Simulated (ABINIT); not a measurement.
# Beyond one shot: CsCaF3 (Pm-3m), part 2 of 3

How far does self-consistency move the gap of CsCaF3 (Pm-3m)?

ABINIT 10.8.3; LDA and many-body steps on it, plane waves. Known limits of the many-body steps: not at the basis limit; no spin-orbit coupling; coarse k mesh.

So far. Step 5 (evGW0, cycle 1): Against G0W0 in ABINIT (2×2×2 mesh, 81 bands, screening to 106.1 eV, Godby-Needs plasmon pole), the gap moves by +0.678 eV. This first cycle still uses the starting levels; it takes the full correction, at all points of the mesh, and its linearised value is 10.375 eV. Step 6 (evGW0, cycle 2): Against the cycle before, the gap moves by −0.154 eV.

## (7) evGW0, cycle 3

Level of this step: evGW0 on LDA, plane waves, norm-conserving pseudopotentials (ABINIT).

run.abi reads:

```
acell 3*1.0 Angstrom
rprim 
  4.520531030000 0.000000000000 0.000000000000
  0.000000000000 4.520531030000 0.000000000000
  0.000000000000 0.000000000000 4.520531030000
ntypat 3
znucl 55 20 9
natom 5
typat 1 2 3 3 3
xred 
  0.000000000000 0.000000000000 0.000000000000
  0.500000000000 0.500000000000 0.500000000000
  0.000000000000 0.500000000000 0.500000000000
  0.500000000000 0.000000000000 0.500000000000
  0.500000000000 0.500000000000 0.000000000000
pp_dirpath "pseudos"
pseudos "Cs.upf, Ca.upf, F.upf"
ecut 36
ngkpt 2 2 2
nshiftk 1
shiftk 0 0 0
kptopt 1
chksymbreak 0
istwfk *1
occopt 1
irdwfk 1
optdriver 4
nband 81
gwcalctyp 10
ecutsigx 36
symsigma 1
nkptgw 4
kptgw 
  0.0000000000 0.0000000000 0.0000000000
  0.5000000000 0.0000000000 0.0000000000
  0.5000000000 0.5000000000 0.0000000000
  0.5000000000 0.5000000000 0.5000000000
bdgw 
  9 26
  9 26
  9 26
  9 26
ecuteps 3.9
irdscr 1
ppmodel 1
irdqps 1
indata_prefix "in"
outdata_prefix "out"
tmpdata_prefix "tmp"
```

On the command line:

```console
> OMP_NUM_THREADS=1 mpirun -n 4 abinit run.abi > log
```

The log of the run:

```text
.Version 10.8.3 of ABINIT. v10.8.2 released Aug 2026.

 Symmetries : space group Pm -3 m (#221); Bravais cP (primitive cubic)
[... echo of the input left out ...]
== DATASET  1 ==================================================================
-   mpi_nproc: 4, omp_nthreads: 1 (-1 if OMP is not activated)

--- !DatasetInfo
iteration_state: {dtset: 1, }
dimensions: {natom: 5, nkpt: 4, mband: 81, nsppol: 1, nspinor: 1, nspden: 1, mpw: 6488, }
cutoff_energies: {ecut:  36.0, pawecutdg:  -1.0, }
[...]
.  kptgw no:  2; Maximum DeltaE = (  -0.003  -0.000) for band index: 15
.  kptgw no:  3; Maximum DeltaE = (  -0.001  -0.000) for band index: 18
.  kptgw no:  4; Maximum DeltaE = (  -0.001  -0.000) for band index: 16

== END DATASET(S) ==============================================================
================================================================================

 -outvars: echo values of variables after computation  --------
           etotal      0.0000000000E+00
            nband          81
             nkpt           4
          spgroup         221
 [... the other variables as echoed above ...]

 Calculation completed.
```

The job ended after 80 s (4 MPI ranks of AMD EPYC 7571, shared host; peak memory 1.3 GiB; 5.3 min of CPU time).

This step gave:

```
quasiparticle gap on the mesh                         : 10.90 eV
gap of the density functional on the mesh             : 6.840 eV
k of the valence top                                  : 0.5, 0.5, 0.5
k of the conduction bottom                            : 0, 0, 0
least direct quasiparticle gap on the computed points : 10.91 eV
```

Against the cycle before, the gap moves by +0.004 eV.

## (8) Screening, 2×2×2 mesh, 81 bands, screening to 106.1 eV

This step: RPA screening on LDA, plane waves, norm-conserving pseudopotentials.

Changes to run.abi since step 7:

```diff
@@ -26,22 +26,13 @@
 irdwfk 1
-optdriver 4
+optdriver 3
 nband 81
+ecuteps 3.9
+inclvkb 2
+awtr 1
+symchi 1
 gwcalctyp 10
-ecutsigx 36
-symsigma 1
-nkptgw 4
-kptgw 
-  0.0000000000 0.0000000000 0.0000000000
-  0.5000000000 0.0000000000 0.0000000000
-  0.5000000000 0.5000000000 0.0000000000
-  0.5000000000 0.5000000000 0.5000000000
-bdgw 
-  9 26
-  9 26
-  9 26
-  9 26
-ecuteps 3.9
-irdscr 1
-ppmodel 1
-irdqps 1
+mbpt_sciss 4.195 eV
+nqptdm 1
+qptdm 
+  0 0 0
 indata_prefix "in"
```

The log of the run:

```text
.Version 10.8.3 of ABINIT. v10.8.2 released Aug 2026.

 Symmetries : space group Pm -3 m (#221); Bravais cP (primitive cubic)
[... echo of the input left out ...]
== DATASET  1 ==================================================================
-   mpi_nproc: 4, omp_nthreads: 1 (-1 if OMP is not activated)

--- !DatasetInfo
iteration_state: {dtset: 1, }
dimensions: {natom: 5, nkpt: 4, mband: 81, nsppol: 1, nspinor: 1, nspden: 1, mpw: 6488, }
cutoff_energies: {ecut:  36.0, pawecutdg:  -1.0, }
electrons: {nelect:   4.00000000E+01, charge:   0.00000000E+00, occopt:   1.00000000E+00, tsmear:   1.00000000E-02, }

 SCREENING: Calculation of the susceptibility and dielectric matrices

 Based on a program developped by R.W. Godby, V. Olevano, G. Onida, and L. Reining.
 Incorporated in ABINIT by V. Olevano, G.-M. Rignanese, and M. Torrent.
.Using double precision arithmetic ; gwpc =  8

[... cell and pseudopotentials left out ...]
--------------------------------------------------------------------------------

 ==== K-mesh for the wavefunctions ====
 Number of points in the irreducible wedge :     4
[... list of points left out ...]
 Together with 48 symmetry operations and time-reversal symmetry
 yields     8 points in the full Brillouin Zone.

 ==== Q-mesh for the screening function ====
 Number of points in the irreducible wedge :     4
[... list of points left out ...]
 Together with 48 symmetry operations and time-reversal symmetry
 yields     8 points in the full Brillouin Zone.

 setmesh: FFT mesh size selected  =    32x   32x   32
          total number of points  =        32768

 vcoul_init : cutoff-mode = AUXILIARY_FUNCTION
 q-points for optical limit:   1
     1)      0.000010    0.000020    0.000030

 Dielectric matrix will be calculated only for some
 selected q points provided by the user through the input variables
 nqptdm and qptdm

- screening: taking advantage of time-reversal symmetry
- Maximum band index for partially occupied states nbvw = 20
- Remaining bands to be divided among processors   nbcw = 61
- Number of bands treated by each node ~15

 rdqps: reading QP wavefunctions of the previous step
        looking for file in_QPS
 file not found, 1st iteration initialized with KS eigenelements

 screening : performing a first self-consistency
 update of the energies in W by a scissor operator
 applying a scissor operator of [eV] :   4.195

 Number of electrons calculated from density =   40.0000; Expected =   40.0000
 average of density, n =  0.064165
 r_s =    1.5495
 omega_plasma =   24.4345 [eV]

 calculating chi0 at frequencies [eV] :
  1    0.000000E+00    0.000000E+00
  2    0.000000E+00    2.443448E+01

--------------------------------------------------------------------------------
  q-point number  1        q = ( 0.000000, 0.000000, 0.000000) [r.l.u.]
--------------------------------------------------------------------------------
[... chi0 elements left out ...]
 For q-point:  0.000010 0.000020 0.000030
  dielectric constant =   2.0563
  dielectric constant without local fields =   2.2291

  Average fulfillment of the sum rule on Im[epsilon] for q-point    1 :     48.16  [%]
[... wings left out ...]
== END DATASET(S) ==============================================================
================================================================================

 -outvars: echo values of variables after computation  --------
           etotal      0.0000000000E+00
            nband          81
             nkpt           4
          spgroup         221
 [... the other variables as echoed above ...]

 Calculation completed.
```

Elapsed: 22 s, on 4 MPI ranks; peak memory 0.92 GiB; 85 s of CPU time.

This step gave:

| Item | Value |
| --- | --- |
| ε∞ with local fields, on this mesh, along the program's q direction | 2.056 |
| the same without local fields | 2.229 |
| plasma frequency | 24.43 eV |
| plane waves in the screening matrix | 251 |

This screening uses the functional's bands under a rigid shift, the mean opening of the cycle before.

## (9) Screening, 2×2×2 mesh, 81 bands, screening to 106.1 eV

This step: RPA screening on LDA from quasiparticle energies, plane waves, norm-conserving pseudopotentials.

Changes to run.abi since step 8:

```diff
@@ -32,7 +32,9 @@
 symchi 1
+irdqps 1
 gwcalctyp 10
-mbpt_sciss 4.195 eV
-nqptdm 1
+nqptdm 3
 qptdm 
-  0 0 0
+  0.5000000000 0.0000000000 0.0000000000
+  0.5000000000 0.5000000000 0.0000000000
+  0.5000000000 0.5000000000 0.5000000000
 indata_prefix "in"
```

mrgscr.stdin reads:

```
2
merged
q0_SCR
out_SCR
1
```

On the command line:

```console
> OMP_NUM_THREADS=1 mpirun -n 4 abinit run.abi > log; mrgscr < mrgscr.stdin
```

The log of the run:

```text
.Version 10.8.3 of ABINIT. v10.8.2 released Aug 2026.

 Symmetries : space group Pm -3 m (#221); Bravais cP (primitive cubic)
[... echo of the input left out ...]
== DATASET  1 ==================================================================
-   mpi_nproc: 4, omp_nthreads: 1 (-1 if OMP is not activated)

--- !DatasetInfo
iteration_state: {dtset: 1, }
dimensions: {natom: 5, nkpt: 4, mband: 81, nsppol: 1, nspinor: 1, nspden: 1, mpw: 6488, }
cutoff_energies: {ecut:  36.0, pawecutdg:  -1.0, }
[...]
q-point number  1        q = ( 0.500000, 0.000000, 0.000000) [r.l.u.]
--------------------------------------------------------------------------------
[... chi0 elements left out ...]
  Average fulfillment of the sum rule on Im[epsilon] for q-point    2 :     55.52  [%]

--------------------------------------------------------------------------------
  q-point number  2        q = ( 0.500000, 0.500000, 0.000000) [r.l.u.]
--------------------------------------------------------------------------------
[... chi0 elements left out ...]
  Average fulfillment of the sum rule on Im[epsilon] for q-point    3 :     52.43  [%]

 [... 1 further q-points ...]
```

Elapsed: 16 s, on 4 MPI ranks; peak memory 0.71 GiB; 62 s of CPU time.

Numbers from this step:

```
plasma frequency                    : 24.43 eV
plane waves in the screening matrix : 251
```

This screening reads the quasiparticle levels of the cycle before.

## (10) evGW, cycle 1

This step: evGW on LDA, plane waves, norm-conserving pseudopotentials.

Changes to run.abi since step 9:

```diff
@@ -26,12 +26,10 @@
 irdwfk 1
-optdriver 3
+optdriver 4
 nband 81
-ecuteps 3.9
-inclvkb 2
-awtr 1
-symchi 1
-irdqps 1
 gwcalctyp 10
-nqptdm 3
-qptdm 
+ecutsigx 36
+symsigma 1
+nkptgw 4
+kptgw 
+  0.0000000000 0.0000000000 0.0000000000
   0.5000000000 0.0000000000 0.0000000000
@@ -39,2 +37,11 @@
   0.5000000000 0.5000000000 0.5000000000
+bdgw 
+  9 26
+  9 26
+  9 26
+  9 26
+ecuteps 3.9
+irdscr 1
+ppmodel 1
+irdqps 1
 indata_prefix "in"
```

On the command line:

```console
> OMP_NUM_THREADS=1 mpirun -n 4 abinit run.abi > log
```

The log of the run:

```text
.Version 10.8.3 of ABINIT. v10.8.2 released Aug 2026.

 Symmetries : space group Pm -3 m (#221); Bravais cP (primitive cubic)
[... echo of the input left out ...]
== DATASET  1 ==================================================================
-   mpi_nproc: 4, omp_nthreads: 1 (-1 if OMP is not activated)

--- !DatasetInfo
iteration_state: {dtset: 1, }
dimensions: {natom: 5, nkpt: 4, mband: 81, nsppol: 1, nspinor: 1, nspden: 1, mpw: 6488, }
cutoff_energies: {ecut:  36.0, pawecutdg:  -1.0, }
[...]
.  kptgw no:  2; Maximum DeltaE = (   0.293  -0.000) for band index:  8
.  kptgw no:  3; Maximum DeltaE = (   0.293   0.000) for band index:  5
.  kptgw no:  4; Maximum DeltaE = (  -0.291  -0.001) for band index: 10

== END DATASET(S) ==============================================================
================================================================================

 -outvars: echo values of variables after computation  --------
           etotal      0.0000000000E+00
            nband          81
             nkpt           4
          spgroup         221
 [... the other variables as echoed above ...]

 Calculation completed.
```

The job ended after 75 s (4 MPI ranks; peak memory 1.3 GiB).

Numbers from this step:

| Quantity | Value |
| --- | --- |
| quasiparticle gap on the mesh | 11.68 eV |
| gap of the density functional on the mesh | 6.840 eV |
| k of the valence top | 0, 0, 0 |
| k of the conduction bottom | 0, 0, 0 |
| least direct quasiparticle gap on the computed points | 11.68 eV |

Against G0W0 in ABINIT (2×2×2 mesh, 81 bands, screening to 106.1 eV, Godby-Needs plasmon pole), the gap moves by +1.309 eV.

## (11) Screening, 2×2×2 mesh, 81 bands, screening to 106.1 eV

This step: RPA screening on LDA, plane waves, norm-conserving pseudopotentials.

Changes to run.abi since step 10:

```diff
@@ -26,22 +26,13 @@
 irdwfk 1
-optdriver 4
+optdriver 3
 nband 81
+ecuteps 3.9
+inclvkb 2
+awtr 1
+symchi 1
 gwcalctyp 10
-ecutsigx 36
-symsigma 1
-nkptgw 4
-kptgw 
-  0.0000000000 0.0000000000 0.0000000000
-  0.5000000000 0.0000000000 0.0000000000
-  0.5000000000 0.5000000000 0.0000000000
-  0.5000000000 0.5000000000 0.5000000000
-bdgw 
-  9 26
-  9 26
-  9 26
-  9 26
-ecuteps 3.9
-irdscr 1
-ppmodel 1
-irdqps 1
+mbpt_sciss 4.995 eV
+nqptdm 1
+qptdm 
+  0 0 0
 indata_prefix "in"
```

The log of the run:

```text
.Version 10.8.3 of ABINIT. v10.8.2 released Aug 2026.

 Symmetries : space group Pm -3 m (#221); Bravais cP (primitive cubic)
[... echo of the input left out ...]
== DATASET  1 ==================================================================
-   mpi_nproc: 4, omp_nthreads: 1 (-1 if OMP is not activated)

--- !DatasetInfo
iteration_state: {dtset: 1, }
dimensions: {natom: 5, nkpt: 4, mband: 81, nsppol: 1, nspinor: 1, nspden: 1, mpw: 6488, }
cutoff_energies: {ecut:  36.0, pawecutdg:  -1.0, }
[...]
[... chi0 elements left out ...]
 For q-point:  0.000010 0.000020 0.000030
  dielectric constant =   2.0124
  dielectric constant without local fields =   2.1746

  Average fulfillment of the sum rule on Im[epsilon] for q-point    1 :     49.48  [%]
[... wings left out ...]
== END DATASET(S) ==============================================================
================================================================================

 -outvars: echo values of variables after computation  --------
           etotal      0.0000000000E+00
            nband          81
             nkpt           4
          spgroup         221
 [... the other variables as echoed above ...]

 Calculation completed.
```

Elapsed: 23 s, on 4 MPI ranks; peak memory 0.94 GiB.

This step gave:

| Quantity | Value |
| --- | --- |
| ε∞ with local fields, on this mesh, along the program's q direction | 2.012 |
| the same without local fields | 2.175 |
| plasma frequency | 24.43 eV |
| plane waves in the screening matrix | 251 |

This screening uses the functional's bands under a rigid shift, the mean opening of the cycle before.

## (12) Screening, 2×2×2 mesh, 81 bands, screening to 106.1 eV

This step: RPA screening on LDA from quasiparticle energies, plane waves, norm-conserving pseudopotentials.

Changes to run.abi since step 11:

```diff
@@ -32,7 +32,9 @@
 symchi 1
+irdqps 1
 gwcalctyp 10
-mbpt_sciss 4.995 eV
-nqptdm 1
+nqptdm 3
 qptdm 
-  0 0 0
+  0.5000000000 0.0000000000 0.0000000000
+  0.5000000000 0.5000000000 0.0000000000
+  0.5000000000 0.5000000000 0.5000000000
 indata_prefix "in"
```

mrgscr.stdin is that of step 9.

On the command line:

```console
> OMP_NUM_THREADS=1 mpirun -n 4 abinit run.abi > log; mrgscr < mrgscr.stdin
```

The log of the run:

```text
.Version 10.8.3 of ABINIT. v10.8.2 released Aug 2026.

 Symmetries : space group Pm -3 m (#221); Bravais cP (primitive cubic)
[... echo of the input left out ...]
== DATASET  1 ==================================================================
-   mpi_nproc: 4, omp_nthreads: 1 (-1 if OMP is not activated)

--- !DatasetInfo
iteration_state: {dtset: 1, }
dimensions: {natom: 5, nkpt: 4, mband: 81, nsppol: 1, nspinor: 1, nspden: 1, mpw: 6488, }
cutoff_energies: {ecut:  36.0, pawecutdg:  -1.0, }
[...]
q-point number  1        q = ( 0.500000, 0.000000, 0.000000) [r.l.u.]
--------------------------------------------------------------------------------
[... chi0 elements left out ...]
  Average fulfillment of the sum rule on Im[epsilon] for q-point    2 :     56.49  [%]

--------------------------------------------------------------------------------
  q-point number  2        q = ( 0.500000, 0.500000, 0.000000) [r.l.u.]
--------------------------------------------------------------------------------
[... chi0 elements left out ...]
  Average fulfillment of the sum rule on Im[epsilon] for q-point    3 :     53.28  [%]

 [... 1 further q-points ...]
```

Elapsed: 20 s, on 4 MPI ranks; peak memory 0.71 GiB.

This step gave:

```yaml
plasma_frequency: 24.43 eV
plane_waves_in_the_screening_matrix: 251
```

This screening reads the quasiparticle levels of the cycle before.

## (13) evGW, cycle 2

This step: evGW on LDA, plane waves, norm-conserving pseudopotentials.

Changes to run.abi since step 12:

```diff
@@ -26,12 +26,10 @@
 irdwfk 1
-optdriver 3
+optdriver 4
 nband 81
-ecuteps 3.9
-inclvkb 2
-awtr 1
-symchi 1
-irdqps 1
 gwcalctyp 10
-nqptdm 3
-qptdm 
+ecutsigx 36
+symsigma 1
+nkptgw 4
+kptgw 
+  0.0000000000 0.0000000000 0.0000000000
   0.5000000000 0.0000000000 0.0000000000
@@ -39,2 +37,11 @@
   0.5000000000 0.5000000000 0.5000000000
+bdgw 
+  9 26
+  9 26
+  9 26
+  9 26
+ecuteps 3.9
+irdscr 1
+ppmodel 1
+irdqps 1
 indata_prefix "in"
```

On the command line:

```console
> OMP_NUM_THREADS=1 mpirun -n 4 abinit run.abi > log
```

The log of the run:

```text
.Version 10.8.3 of ABINIT. v10.8.2 released Aug 2026.

 Symmetries : space group Pm -3 m (#221); Bravais cP (primitive cubic)
[... echo of the input left out ...]
== DATASET  1 ==================================================================
-   mpi_nproc: 4, omp_nthreads: 1 (-1 if OMP is not activated)

--- !DatasetInfo
iteration_state: {dtset: 1, }
dimensions: {natom: 5, nkpt: 4, mband: 81, nsppol: 1, nspinor: 1, nspden: 1, mpw: 6488, }
cutoff_energies: {ecut:  36.0, pawecutdg:  -1.0, }
[...]
.  kptgw no:  2; Maximum DeltaE = (  -0.032  -0.000) for band index: 11
.  kptgw no:  3; Maximum DeltaE = (   0.021  -0.000) for band index:  4
.  kptgw no:  4; Maximum DeltaE = (   0.021   0.000) for band index:  4

== END DATASET(S) ==============================================================
================================================================================

 -outvars: echo values of variables after computation  --------
           etotal      0.0000000000E+00
            nband          81
             nkpt           4
          spgroup         221
 [... the other variables as echoed above ...]

 Calculation completed.
```

Run time: 79 s. Hardware: 4 MPI ranks; peak memory 1.3 GiB.

This step gave:

| Item | Value |
| --- | --- |
| quasiparticle gap on the mesh | 11.78 eV |
| gap of the density functional on the mesh | 6.840 eV |
| k of the valence top | 0, 0, 0 |
| k of the conduction bottom | 0, 0, 0 |
| least direct quasiparticle gap on the computed points | 11.78 eV |

Against the cycle before, the gap moves by +0.096 eV.

## (14) Screening, 2×2×2 mesh, 81 bands, screening to 106.1 eV

This step: RPA screening on LDA, plane waves, norm-conserving pseudopotentials.

Changes to run.abi since step 13:

```diff
@@ -26,22 +26,13 @@
 irdwfk 1
-optdriver 4
+optdriver 3
 nband 81
+ecuteps 3.9
+inclvkb 2
+awtr 1
+symchi 1
 gwcalctyp 10
-ecutsigx 36
-symsigma 1
-nkptgw 4
-kptgw 
-  0.0000000000 0.0000000000 0.0000000000
-  0.5000000000 0.0000000000 0.0000000000
-  0.5000000000 0.5000000000 0.0000000000
-  0.5000000000 0.5000000000 0.5000000000
-bdgw 
-  9 26
-  9 26
-  9 26
-  9 26
-ecuteps 3.9
-irdscr 1
-ppmodel 1
-irdqps 1
+mbpt_sciss 5.087 eV
+nqptdm 1
+qptdm 
+  0 0 0
 indata_prefix "in"
```

The log of the run:

```text
.Version 10.8.3 of ABINIT. v10.8.2 released Aug 2026.

 Symmetries : space group Pm -3 m (#221); Bravais cP (primitive cubic)
[... echo of the input left out ...]
== DATASET  1 ==================================================================
-   mpi_nproc: 4, omp_nthreads: 1 (-1 if OMP is not activated)

--- !DatasetInfo
iteration_state: {dtset: 1, }
dimensions: {natom: 5, nkpt: 4, mband: 81, nsppol: 1, nspinor: 1, nspden: 1, mpw: 6488, }
cutoff_energies: {ecut:  36.0, pawecutdg:  -1.0, }
[...]
[... chi0 elements left out ...]
 For q-point:  0.000010 0.000020 0.000030
  dielectric constant =   2.0076
  dielectric constant without local fields =   2.1687

  Average fulfillment of the sum rule on Im[epsilon] for q-point    1 :     49.64  [%]
[... wings left out ...]
== END DATASET(S) ==============================================================
================================================================================

 -outvars: echo values of variables after computation  --------
           etotal      0.0000000000E+00
            nband          81
             nkpt           4
          spgroup         221
 [... the other variables as echoed above ...]

 Calculation completed.
```

Elapsed: 23 s, on 4 MPI ranks; peak memory 0.95 GiB.

Numbers from this step:

```yaml
eps_infinity_with_local_fields_on_this_mesh_along_the_program_s_q_direction: 2.008
the_same_without_local_fields: 2.169
plasma_frequency: 24.43 eV
plane_waves_in_the_screening_matrix: 251
```

This screening uses the functional's bands under a rigid shift, the mean opening of the cycle before.

(Continued in part 3 of 3.)

[Paths, hosts, dates, memory and timing lines, banners, echoed tables and standing remarks are left out of the program output.]

[Logs are printed without paths, hosts, clocks, repeated set-up lines and the standing remarks that a program may print on its own settings, such as how far it seeks lower states.]

[Runs of the session that timed out or met a known fault of the program may be left out.]

[Hosts, paths, dates, database ids (printed as entryN), source tags and the programs' standing remarks are cut or masked in the printed files.]

[G0W0 gaps are taken among the corrected bands and points alone; a level outside them can change the order at an edge.]

[Where Ansatz stands beside ABINIT at settings called matched, ABINIT's density can come from a denser mesh and the files from another edition; pairs whose starting gaps differed by over 0.03 eV were left out, so agreement reads better than it is.]
